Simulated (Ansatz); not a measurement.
**CsTcF3 (cubic perovskite) (Pm-3m): how robust is the cRPA U?**

Aim: hold the target of a cRPA run on CsTcF3 (cubic perovskite) (Pm-3m) and move one thing at a time.

Main program and level: Ansatz 0.2.0; constrained RPA on PBE, plane waves, PAW.

The structure was built from a prototype and need not be the compound's stable phase.

## (1) The structure

It takes space group Pm-3m (No. 221, cubic). The conventional cell has a = 4.339 Å, b = 4.339 Å, c = 4.339 Å, α = 90.00°, β = 90.00°, γ = 90.00°. Cs has 12 F at 3.07 Å nearest. Nearest to Tc lie 6 F at 2.17 Å. Nearest to F lie 2 Tc at 2.17 Å and 4 Cs at 3.07 Å. Farther neighbours and most contacts between anions are not listed.

The structure was relaxed with PBE. The structure type comes from a generator and need not be one that this composition takes. The structure was generated from a model, not taken from a measurement. The runs that relaxed it are not among those shown. The program's search for lower electronic states was switched off, so nothing shows that the state found is the lowest. Spin-orbit coupling is left out unless a step names it. The default PAW set here is soft_2. Its files were made with PBE.

## (2) Base: Tc d, bands v3 to c2, 4×4×4 mesh, medium accuracy

Constrained RPA screens the interaction with every transition except those inside the target bands, which a later many-body model would treat itself.

The input, input.yaml:

```yaml
crystal:
  lattice:
    - [0.0, -4.33929652, 0.0]
    - [0.0, 0.0, 4.33929652]
    - [-4.33929652, 0.0, 0.0]
  atoms:
    - { symbol: Cs, position: [0.0, 0.0, 0.0] }
    - { symbol: Tc, position: [0.5, 0.5, 0.5] }
    - { symbol: F, position: [0.5, 0.5, 0.0] }
    - { symbol: F, position: [0.5, 0.0, 0.5] }
    - { symbol: F, position: [0.0, 0.5, 0.5] }
kpoints:
  mp_grid: { grid: [6, 6, 6] }
hamiltonian:
  xc: pbe
scf:
  occupations: { method: gaussian, width: 0.08 }
  n_extra_bands: 19
  max_iter: 150
  lower_state_search: "off"
output:
  crpa:
    kmesh: [4, 4, 4]
    target_bands: [v3, c2]
    projections: [{ species: Tc, l: d, shell: 4 }]
  local_orbitals:
    kmesh: [8, 8, 8]
    orbitals: [{ species: Tc, l: d, shell: 4 }]
    window: { bands: [v3, c2] }
    seedname: lo
```

Launch:

```sh
$ ansatz run input.yaml --threads 4 --pin off --max-ram 9216MiB --backend cpu --events-out ev --progress --plain --runs-dir out
```

Numbers of over 12 decimals in the logs are rounded to 6 here.

What it wrote:

```text
scf.n_extra_bands = 19 over 23 filled bands (N_el = 45.0): the run solves 42 bands
Engine: ansatz 0.2.0, aarch64-unknown-linux-gnu
Pseudopotentials: kind: paw
Pseudopotential: Cs, paw, valence charge 9, recommended cutoff 420 eV (normal), Cs.paw.azcp
Pseudopotential: Tc, paw, valence charge 15, recommended cutoff 500 eV (normal), Tc.paw.azcp
Pseudopotential: F, paw, valence charge 7, recommended cutoff 420 eV (normal), F.paw.azcp
Functional definition: PBE
  parameter kappa = 0.804
  parameter beta = 0.066725
  exchange = pbe_x(kappa = kappa, mu = beta*pi^2/3)
  correlation = pbe_c(beta = beta)
Crystal: 5 atoms, lattice volume = 81.707 Å³
Basis set: ecut = 500 eV, 2103 PW (Γ)
Bands: 42, of which v1, the nominal top of the filled ones, is band 23 counted from 1 (22 counted from 0)
Symmetry: 48 space group operations
Space group: Pm-3m (ITA 221), of the structure as read, at distance tolerance 4.3e-5 Å
k-points: 20 of 216
Non-local potential: Cs, projectors of the file, l = 0: 3, l = 1: 2, l = 2: 2, l = 3: 2
Non-local potential: Tc, projectors of the file, l = 0: 3, l = 1: 3, l = 2: 2, l = 3: 2
Non-local potential: F, projectors of the file, l = 0: 2, l = 1: 2, l = 2: 1
PAW form: soft (Blöchl's): semilocal exchange-correlation on the pseudo side does not see the compensation charge
PAW one-centre angular grid: Cs, 194 points (default); XC on 64 Gauss nodes
PAW one-centre angular grid: Tc, 590 points (default); XC on 64 Gauss nodes
PAW one-centre angular grid: F, 110 points (default); XC on 64 Gauss nodes
Initial density: superposition of atomic densities (chi_scale 0.1, normalization cell, long waves kept (reshape's long-wave potential 0.00 eV rms))
Initial wavefunctions: pseudopotential atomic-orbital guess
Functional: x = pbe(κ = 0.804, μ = 0.219515), c = pbe(β = 0.066725)
SCF iter   1: F=—  HF=-13504.888026 eV  |F-HF|=—  |Δ(HF+E_count)|=         —  Δρ=2.83e-1  dr2=7.05e1  ethr=3.10e-3  ⟨swp⟩=6.0  Hψ=3897  notcnv=0  defer=122
preconditioner: auto → Kerker (q_TF=auto, 2.470 Å⁻¹)  [metal: Δε(μ)=0.035 eV  Ē_g=16.929 eV  σ=0.080 eV  W_gap=0.24  n_scr=18 (ndim 8)  ℏωp=25.0 eV  f_vac=0.000  D(μ)=8.09/eV (n_scr^D=92)]
SCF iter   2: F=—  HF=-13497.937530 eV  |F-HF|=—  |Δ(HF+E_count)|=    6.95e0  Δρ=1.46e-1  dr2=1.97e1  ethr=3.10e-3  ⟨swp⟩=2.3  Hψ=1517  notcnv=0  defer=238
SCF iter   3: F=—  HF=-13494.563667 eV  |F-HF|=—  |Δ(HF+E_count)|=    3.37e0  Δρ=4.29e-2  dr2=2.36e0  ethr=3.10e-3  ⟨swp⟩=3.2  Hψ=1547  notcnv=0  defer=239
SCF iter   4: F=—  HF=-13493.955423 eV  |F-HF|=—  |Δ(HF+E_count)|=   6.08e-1  Δρ=1.41e-2  dr2=1.81e-1  ethr=3.10e-3  ⟨swp⟩=2.0  Hψ=1181  notcnv=0  defer=244
SCF iter   5: F=—  HF=-13493.926064 eV  |F-HF|=—  |Δ(HF+E_count)|=   2.94e-2  Δρ=4.78e-3  dr2=2.65e-2  ethr=4.03e-4  ⟨swp⟩=2.0  Hψ=1097  notcnv=0  defer=244
[...]
SCF 1 converged in 10 iterations: F = -13493.920852 eV  dr2 = 3.73e-8
[...]
NSCF: frozen V_eff on 38 k-points
NSCF: frozen V_eff on 10 k-points
[...]
cRPA screening: q 1/64
cRPA screening: q 2/64
cRPA screening: q 8/64 (q-point 3)
cRPA screening: q 11/64 (q-point 6)
cRPA screening: q 23/64 (q-point 7)
cRPA screening: q 35/64 (q-point 11)
cRPA screening: q 38/64 (q-point 22)
cRPA screening: q 46/64 (q-point 23)
cRPA screening: q 58/64 (q-point 27)
cRPA screening: q 64/64 (q-point 43)
SCF converged after 10 iterations
Free energy (F): -13493.920852 eV
Harris-Foulkes:  -13493.920852 eV  (|F-HF|=2.78e-8)
Internal energy: -13493.906778 eV  (E = F + TS)
E sigma→0 (E₀):  -13493.913815 eV
Entropy (-TS):   -0.014074 eV (-2.815 meV/atom)
Fermi energy:    9.843383 eV
--- Per-component energies (eV) ---
  E_band       = -289.036452
  E_kinetic    = 1387.921903
  E_local      = -4010.161000  (includes V_loc(G=0)·N_el)
  E_nonlocal   = 538.693866
  E_hartree    = 1429.438881
  E_xc         = -651.453107
  E_vxc        = -725.765725  (∫ρ·V_xc dr)
  E_paw        = -8946.726498  (= ΣΔE_a)
  E_vpaw       = -338.600205  (= ΣTr[D̂ρ^β])
  E_aug_tail   = 0.003187  (compensation charges beyond the density's cutoff)
  E_ewald      = -3241.624009
  E_smearing   = -0.014074  (= −TS)
  E_closure    = 0.000000  (closes the sum)
  Σ components = -13493.920852   (vs F -13493.920852, Δ=0.00e0)
--- Band table (eV; the first three rows and the last of 20) ---
  k-point 0: bands = [... 19 lower, 4.5083, 8.7394, 8.7394, 8.7394, 10.0316, 10.0316, 11.8436, 13.7544, ... 15 higher]
  k-point 1: bands = [... 19 lower, 4.4156, 8.7555, 8.9517, 8.9517, 10.0450, 10.4562, 12.3335, 13.9395, ... 15 higher]
  k-point 2: bands = [... 19 lower, 4.1961, 8.7881, 9.3715, 9.3715, 10.0690, 11.0959, 13.4620, 14.3420, ... 15 higher]
  k-point 19: bands = [... 19 lower, 4.4298, 10.1275, 10.1275, 10.1275, 12.7841, 12.7841, 13.9777, 13.9777, ... 15 higher]
--- cRPA (band scheme, projected local orbitals): target bands 21..25 (1-based), 5 Wannier function(s), 4×4×4 mesh, 50 bands' worth read of 55 solved, ecut_chi 136.0 eV, v(q+G=0) probe_charge, pair densities all_electron ---
  bands read: the sum over 50 bands ends inside a degenerate multiplet in 4 slots, whose members it reads at an even weight; the widest, k=42: bands 49 to 51 (counted from 1) at 2/3 each
  χ-basis size per q: N_G = 284..305
  window electrons = 5.0000, filled by tetrahedron_uncorrected; constrained ε̄⁻¹(q = 0, 0) head = 0.337721; min gauge Gram eig = 0.7275
  Kanamori averages over each shell's own Wannier functions (sites counted from 0, functions from 1):
    Site 1, 4D, 5 of 5 d orbitals (Wannier functions 1, 2, 3, 4, 5; wannier90's mr 1, 2, 3, 4, 5):
      screened: U = 5.1268 eV, U' = 4.3416 eV, J = 0.3862 eV
      screened d-shell averages: U_bar = F0 = 4.4986 eV, J_bar = 0.5432 eV
      screened, to within: U = 8.3e-3 eV, U' = 8.2e-3 eV, J = 6.4e-4 eV
      screened d-shell averages, to within: U_bar = 7.0e-3 eV, J_bar = 9.6e-4 eV
      bare: V = 14.0277 eV, V' = 12.9767 eV, J = 0.5096 eV
      bare d-shell averages: V_bar = F0 = 13.1869 eV, J_bar = 0.7198 eV
  Hermiticity witness max|P − P†| over intra, direct and exchange elements: 1.07e-14 eV (screened), 2.66e-19 eV (bare)
  Reality witness max|Im| over intra, direct and exchange elements: 5.69e-19 eV (screened), 2.82e-18 eV (bare)
```

Wall time 97 s (4 threads of Arm Neoverse V1, shared host); peak memory 0.76 GiB.

Numbers from this step:

| Item | Value |
| --- | --- |
| U | 5.127 eV |
| U prime (inter-orbital) | 4.342 eV |
| J | 0.3862 eV |
| bare V | 14.03 eV |
| bare J | 0.5096 eV |
| stated bound on U | 0.008232 eV |
| U over bare V | 0.3655 |
| electrons in the window | 5.000 |
| head of the constrained inverse dielectric matrix | 0.3377 |
| least eigenvalue of the projection's overlap | 0.7275 |
| target functions | 5 |
| bands in the sums | 50 |
| r.m.s. miss of the model bands | 7.19e-4 eV |
| width of the target bands | 4.044 eV |
| weight of the projected orbitals in the window | 0.8714 |

On the Tc d shell, screening brings the on-site interaction from 14.0 eV down to U = 5.13 eV.

## (3) Changed: 2×2×2 mesh

input.yaml: that of step 2 with these lines changed.

```diff
@@ -22,9 +22,4 @@
   crpa:
-    kmesh: [4, 4, 4]
+    kmesh: [2, 2, 2]
     target_bands: [v3, c2]
     projections: [{ species: Tc, l: d, shell: 4 }]
-  local_orbitals:
-    kmesh: [8, 8, 8]
-    orbitals: [{ species: Tc, l: d, shell: 4 }]
-    window: { bands: [v3, c2] }
-    seedname: lo
```

What it wrote:

```text
[...]
Crystal: 5 atoms, lattice volume = 81.707 Å³
Basis set: ecut = 500 eV, 2103 PW (Γ)
Bands: 42, of which v1, the nominal top of the filled ones, is band 23 counted from 1 (22 counted from 0)
Symmetry: 48 space group operations
[...]
k-points: 20 of 216
[...]
SCF iter   1: F=—  HF=-13504.888026 eV  |F-HF|=—  |Δ(HF+E_count)|=         —  Δρ=2.83e-1  dr2=7.05e1  ethr=3.10e-3  ⟨swp⟩=6.0  Hψ=3897  notcnv=0  defer=122
[...]
SCF iter  10: F=-13493.920852 eV  HF=-13493.920852 eV  |F-HF|=2.78e-8  |Δ(HF+E_count)|=   3.72e-8  Δρ=6.68e-6  dr2=3.73e-8  ethr=2.22e-10  ⟨swp⟩=8.7  Hψ=4593  notcnv=0
SCF 1 converged in 10 iterations: F = -13493.920852 eV  dr2 = 3.73e-8
[...]
NSCF: frozen V_eff on 4 k-points
[...]
cRPA screening: q 1/8
cRPA screening: q 2/8
cRPA screening: q 5/8 (q-point 4)
cRPA screening: q 8/8
SCF converged after 10 iterations
Free energy (F): -13493.920852 eV
[...]
Internal energy: -13493.906778 eV  (E = F + TS)
E sigma→0 (E₀):  -13493.913815 eV
Entropy (-TS):   -0.014074 eV (-2.815 meV/atom)
Fermi energy:    9.843383 eV
[...]
--- Band table (eV; the first three rows and the last of 20) ---
  k-point 0: bands = [... 19 lower, 4.5083, 8.7394, 8.7394, 8.7394, 10.0316, 10.0316, 11.8436, 13.7544, ... 15 higher]
  k-point 1: bands = [... 19 lower, 4.4156, 8.7555, 8.9517, 8.9517, 10.0450, 10.4562, 12.3335, 13.9395, ... 15 higher]
  k-point 2: bands = [... 19 lower, 4.1961, 8.7881, 9.3715, 9.3715, 10.0690, 11.0959, 13.4620, 14.3420, ... 15 higher]
  k-point 19: bands = [... 19 lower, 4.4298, 10.1275, 10.1275, 10.1275, 12.7841, 12.7841, 13.9777, 13.9777, ... 15 higher]
[...]
χ-basis size per q: N_G = 288..305
[...]
screened: U = 5.2812 eV, U' = 4.4814 eV, J = 0.3924 eV
      screened d-shell averages: U_bar = F0 = 4.6414 eV, J_bar = 0.5524 eV
      screened, to within: U = 8.0e-3 eV, U' = 8.0e-3 eV, J = 6.4e-4 eV
      screened d-shell averages, to within: U_bar = 6.8e-3 eV, J_bar = 9.5e-4 eV
      bare: V = 14.2810 eV, V' = 13.2194 eV, J = 0.5162 eV
      bare d-shell averages: V_bar = F0 = 13.4318 eV, J_bar = 0.7285 eV
[...]
```

Wall time 15 s (4 threads); peak memory 0.64 GiB; 51 s of CPU time.

This step gave:

```yaml
u: 5.281 eV
u_prime_inter_orbital: 4.481 eV
j: 0.3924 eV
bare_v: 14.28 eV
bare_j: 0.5162 eV
stated_bound_on_u: 0.007943 eV
u_over_bare_v: 0.3698
electrons_in_the_window: 5.000
head_of_the_constrained_inverse_dielectric_matrix: 0.3069
least_eigenvalue_of_the_projection_s_overlap: 0.7328
target_functions: 5
bands_in_the_sums: 50
width_of_the_target_bands: 4.044 eV
weight_of_the_projected_orbitals_in_the_window: 0.8714
```

On the Tc d shell, screening brings the on-site interaction from 14.3 eV down to U = 5.28 eV.

## (4) Changed: 6×6×6 mesh

input.yaml: that of step 3 with these lines changed.

```diff
@@ -22,3 +22,3 @@
   crpa:
-    kmesh: [2, 2, 2]
+    kmesh: [6, 6, 6]
     target_bands: [v3, c2]
```

What it wrote:

```text
[...]
Crystal: 5 atoms, lattice volume = 81.707 Å³
Basis set: ecut = 500 eV, 2103 PW (Γ)
Bands: 42, of which v1, the nominal top of the filled ones, is band 23 counted from 1 (22 counted from 0)
Symmetry: 48 space group operations
[...]
k-points: 20 of 216
[...]
χ-basis size per q: N_G = 280..308
[...]
screened: U = 5.1175 eV, U' = 4.3325 eV, J = 0.3861 eV
      screened d-shell averages: U_bar = F0 = 4.4895 eV, J_bar = 0.5431 eV
      screened, to within: U = 8.4e-3 eV, U' = 8.4e-3 eV, J = 6.4e-4 eV
      screened d-shell averages, to within: U_bar = 7.1e-3 eV, J_bar = 9.6e-4 eV
      bare: V = 14.0117 eV, V' = 12.9608 eV, J = 0.5095 eV
      bare d-shell averages: V_bar = F0 = 13.1710 eV, J_bar = 0.7197 eV
[...]
[key lines of the parts left out:]
SCF converged after 10 iterations
Free energy (F): -13493.920852 eV
Fermi energy:    9.843383 eV
```

Run time: 9.2 min. Hardware: 4 threads; peak memory 1.1 GiB; 36 min of CPU time.

Numbers from this step:

```
U                                                 : 5.117 eV
U prime (inter-orbital)                           : 4.333 eV
J                                                 : 0.3861 eV
bare V                                            : 14.01 eV
bare J                                            : 0.5095 eV
stated bound on U                                 : 0.008346 eV
U over bare V                                     : 0.3652
electrons in the window                           : 5.000
head of the constrained inverse dielectric matrix : 0.3384
least eigenvalue of the projection's overlap      : 0.7270
target functions                                  : 5
bands in the sums                                 : 50
width of the target bands                         : 4.044 eV
weight of the projected orbitals in the window    : 0.8714
```

On the Tc d shell, screening brings the on-site interaction from 14.0 eV down to U = 5.12 eV.

## (5) Changed: sums over states

input.yaml: that of step 4 with these lines changed.

```diff
@@ -22,4 +22,7 @@
   crpa:
-    kmesh: [6, 6, 6]
+    kmesh: [4, 4, 4]
     target_bands: [v3, c2]
     projections: [{ species: Tc, l: d, shell: 4 }]
+    accuracy: sum_over_states
+    n_empty_bands: 92
+    ecut_chi: 250
```

What it wrote:

```text
[...]
Crystal: 5 atoms, lattice volume = 81.707 Å³
Basis set: ecut = 500 eV, 2103 PW (Γ)
Bands: 42, of which v1, the nominal top of the filled ones, is band 23 counted from 1 (22 counted from 0)
Symmetry: 48 space group operations
[...]
k-points: 20 of 216
[...]
χ-basis size per q: N_G = 720..756
[...]
U and J over all bands: no bound (output.crpa.accuracy: sum_over_states); those below are of the sums over the bands read on the sphere of ecut_chi, with what the atoms add
[...]
screened: U = 5.2040 eV, U' = 4.3585 eV, J = 0.4170 eV
      screened d-shell averages: U_bar = F0 = 4.5276 eV, J_bar = 0.5861 eV
      bare: V = 14.0277 eV, V' = 12.9767 eV, J = 0.5096 eV
      bare d-shell averages: V_bar = F0 = 13.1869 eV, J_bar = 0.7198 eV
[...]
[key lines of the parts left out:]
SCF converged after 10 iterations
Free energy (F): -13493.920852 eV
Fermi energy:    9.843383 eV
```

It took 23 s on 4 threads; peak memory 0.81 GiB.

This variant gives U = 5.20 eV against 5.13 eV. It is a finite sum over empty states with no bound on its error and stays out of the table below.

## (6) Changed: accuracy low

input.yaml: that of step 5 with these lines changed.

```diff
@@ -25,4 +25,2 @@
     projections: [{ species: Tc, l: d, shell: 4 }]
-    accuracy: sum_over_states
-    n_empty_bands: 92
-    ecut_chi: 250
+    accuracy: low
```

What it wrote:

```text
[...]
Crystal: 5 atoms, lattice volume = 81.707 Å³
Basis set: ecut = 500 eV, 2103 PW (Γ)
Bands: 42, of which v1, the nominal top of the filled ones, is band 23 counted from 1 (22 counted from 0)
Symmetry: 48 space group operations
[...]
k-points: 20 of 216
[...]
χ-basis size per q: N_G = 284..305
[...]
screened: U = 5.0747 eV, U' = 4.2970 eV, J = 0.3822 eV
      screened d-shell averages: U_bar = F0 = 4.4526 eV, J_bar = 0.5377 eV
      screened, to within: U = 1.5e-1 eV, U' = 1.5e-1 eV, J = 1.3e-2 eV
      screened d-shell averages, to within: U_bar = 1.3e-1 eV, J_bar = 1.8e-2 eV
      bare: V = 14.0277 eV, V' = 12.9767 eV, J = 0.5096 eV
      bare d-shell averages: V_bar = F0 = 13.1869 eV, J_bar = 0.7198 eV
[...]
[key lines of the parts left out:]
SCF converged after 10 iterations
Free energy (F): -13493.920852 eV
Fermi energy:    9.843383 eV
```

Wall time 44 s (4 threads); peak memory 0.67 GiB; 2.8 min of CPU time.

Numbers from this step:

| Item | Value |
| --- | --- |
| U | 5.075 eV |
| U prime (inter-orbital) | 4.297 eV |
| J | 0.3822 eV |
| bare V | 14.03 eV |
| bare J | 0.5096 eV |
| stated bound on U | 0.1415 eV |
| U over bare V | 0.3618 |
| electrons in the window | 5.000 |
| head of the constrained inverse dielectric matrix | 0.3376 |
| least eigenvalue of the projection's overlap | 0.7275 |
| target functions | 5 |
| bands in the sums | 50 |
| width of the target bands | 4.044 eV |
| weight of the projected orbitals in the window | 0.8714 |

On the Tc d shell, screening brings the on-site interaction from 14.0 eV down to U = 5.07 eV.

## (7) Changed: sums without a band count

input.yaml: that of step 6 with these lines changed.

```diff
@@ -25,2 +25,2 @@
     projections: [{ species: Tc, l: d, shell: 4 }]
-    accuracy: low
+    accuracy: sum_over_states
```

What it wrote:

```text
Error: 2 input errors — fix all and re-run
  1. invalid value for `output.crpa.n_empty_bands`: is left out, and the sums over bands alone (accuracy: sum_over_states under output.crpa) have no default for it, since their result follows it; type one, or take accuracy: low, medium or high under output.crpa
  2. invalid value for `output.crpa.ecut_chi`: is left out, and the sums over bands alone (accuracy: sum_over_states under output.crpa) have no default for it, since their result follows it; type one, or take accuracy: low, medium or high under output.crpa
```

Elapsed: 0.06 s, on 4 threads; peak memory 0.073 GiB.

The input was rejected at the start.

The program's message: “Error: 2 input errors — fix all and re-run”

The fault put into this input: sums without a band count.

[end of part 1 of 2]

[Paths, hosts, dates, memory and timing lines, banners, echoed tables and standing remarks are left out of the program output.]

[Logs are printed without paths, hosts, clocks, repeated set-up lines and the standing remarks that a program may print on its own settings, such as how far it seeks lower states.]

[Runs of the session that timed out or met a known fault of the program may be left out.]

[Hosts, paths, dates, database ids (printed as entryN), source tags and the programs' standing remarks are cut or masked in the printed files.]
